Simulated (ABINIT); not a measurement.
## Cl (Cmce): changed settings of a GW run in ABINIT

A base run on Cl (Cmce), then changed inputs.

Method: PBE and many-body steps on it, plane waves, in ABINIT 10.8.3.

This is a report of a sequence of runs, with most program output left out.

### Step 1. The structure

Symmetry: Cmce, No. 64, orthorhombic system. The conventional cell has a = 6.290 Å, b = 4.500 Å, c = 8.210 Å, α = 90.00°, β = 90.00°, γ = 90.00°. Nearest to Cl lie 1 Cl at 2.02 Å.

The cell and positions come from the Crystallography Open Database and are kept as given unless a step says otherwise.

### Step 2. Screening, 4×4×2 mesh, 262 bands, screening to 152.4 eV

This step: ABINIT 10.8.3; RPA screening on PBE, plane waves, norm-conserving pseudopotentials.

The RPA dielectric matrix is built and inverted for each q.

Input file run.abi:

```
acell 3*1.0 Angstrom
rprim 
  3.145000000000 -2.250000000000 0.000000000000
  3.145000000000 2.250000000000 0.000000000000
  0.000000000000 0.000000000000 8.210000000000
ntypat 1
znucl 17
natom 4
typat 1 1 1 1
xred 
  0.870000000000 0.130000000000 0.100000000000
  0.630000000000 0.370000000000 0.600000000000
  0.130000000000 0.870000000000 0.900000000000
  0.370000000000 0.630000000000 0.400000000000
pp_dirpath "pseudos"
pseudos "Cl.upf"
ecut 25
ngkpt 4 4 2
nshiftk 1
shiftk 0 0 0
kptopt 1
chksymbreak 0
istwfk *1
occopt 1
irdwfk 1
optdriver 3
nband 262
ecuteps 5.6
inclvkb 2
awtr 1
symchi 1
indata_prefix "in"
outdata_prefix "out"
tmpdata_prefix "tmp"
```

On the command line:

```console
$ OMP_NUM_THREADS=1 mpirun -n 8 abinit run.abi > log
```

It took 2.9 min on 8 MPI ranks of Arm Neoverse V2, shared host; peak memory 4.9 GiB.

This step gave:

```yaml
eps_infinity_with_local_fields_on_this_mesh_along_the_program_s_q_direction: 2.812
the_same_without_local_fields: 3.462
plasma_frequency: 18.23 eV
plane_waves_in_the_screening_matrix: 487
```

Local fields lower ε∞ by 19 %. On a Γ-centred mesh this coarse the value itself is usually too large, while a short band sum pulls it down.

### Step 3. Base

The self-energy is evaluated for the states that the input lists, and the levels follow from it, in one-shot runs by the linearised quasiparticle equation.

This step: G0W0 on PBE, plane waves, norm-conserving pseudopotentials.

Changes to run.abi since step 2:

```diff
@@ -25,8 +25,17 @@
 irdwfk 1
-optdriver 3
+optdriver 4
 nband 262
+gwcalctyp 0
+ecutsigx 25
+symsigma 1
+nkptgw 2
+kptgw 
+  0.5000000000 0.5000000000 0.0000000000
+  0.0000000000 0.0000000000 0.0000000000
+bdgw 
+  13 16
+  13 16
 ecuteps 5.6
-inclvkb 2
-awtr 1
-symchi 1
+irdscr 1
+ppmodel 1
 indata_prefix "in"
```

Elapsed: 36 s, on 8 MPI ranks; peak memory 5.2 GiB.

Numbers from this step:

- G0W0 gap on the points computed: 5.617 eV
- starting gap on the mesh: 2.469 eV
- k of the valence top: 0.5, 0.5, 0
- k of the conduction bottom: 0, 0, 0
- Z at the valence top: 0.79
- Z at the conduction bottom: 0.792
- least direct G0W0 gap on the computed points: 5.668 eV

The gap on the mesh goes from 2.47 eV to 5.62 eV, a correction of +3.15 eV.

### Step 4. Coulomb singularity

Changes to run.abi since step 3:

```diff
@@ -40,2 +40,3 @@
 ppmodel 1
+gw_icutcoul 0
 indata_prefix "in"
```

Wall time 36 s (8 MPI ranks); peak memory 5.2 GiB.

This step gave:

```yaml
g0w0_gap_on_the_points_computed: 5.686 eV
starting_gap_on_the_mesh: 2.469 eV
k_of_the_valence_top: 0.5, 0.5, 0
k_of_the_conduction_bottom: 0, 0, 0
z_at_the_valence_top: 0.795
z_at_the_conduction_bottom: 0.798
least_direct_g0w0_gap_on_the_computed_points: 5.739 eV
```

Against G0W0 in ABINIT (4×4×2 mesh, 262 bands, screening to 152.4 eV, Godby-Needs plasmon pole), the gap moves by +0.069 eV.

### Step 5. The runs together

Times are wall times on 8 MPI ranks of Arm Neoverse V2, shared host, good to a factor of about two. A run's time includes the screening step that it read.

| run | mesh | bands | screening cutoff (eV) | DFT gap (eV) | gap on the mesh (eV) | direct (eV) | ε∞ used | time |
| --- | --- | --- | --- | --- | --- | --- | --- | --- |
| base | 4×4×2 | 262 | 152.4 | 2.469 | 5.617 | 5.668 | 2.81 | 3.5 min |
| Coulomb singularity | 4×4×2 | 262 | 152.4 | 2.469 | 5.686 | 5.739 | 2.81 | 3.5 min |

### Step 6. Results

| Property | Result |
| --- | --- |
| base | 5.617 eV |
| Coulomb singularity | 5.686 eV |
| known limits | not at the basis limit; coarse k mesh |

Coulomb singularity: +0.069 eV against base (keys changed: gw_icutcoul). Bands and cutoff are finite, so the gap is not at the basis limit. The miss can reach some tenths of an eV and take either sign; the mesh is an error of its own. In the G0W0 runs levels were corrected at 2 k points alone, so a gap called «on the mesh» is the least over those, and an edge elsewhere would be missed. The 4×4×2 mesh is coarse for this cell, which bears on the long-range parts of exchange and screening.

[Paths, hosts, dates, memory and timing lines, banners, echoed tables and standing remarks are left out of the program output.]

[Logs are printed without paths, hosts, clocks, repeated set-up lines and the standing remarks that a program may print on its own settings, such as how far it seeks lower states.]

[Runs of the session that timed out or met a known fault of the program may be left out.]

[Hosts, paths, dates, database ids (printed as entryN), source tags and the programs' standing remarks are cut or masked in the printed files.]

[G0W0 gaps are taken among the corrected bands and points alone; a level outside them can change the order at an edge.]

[Where Ansatz stands beside ABINIT at settings called matched, ABINIT's density can come from a denser mesh and the files from another edition; pairs whose starting gaps differed by over 0.03 eV were left out, so agreement reads better than it is.]
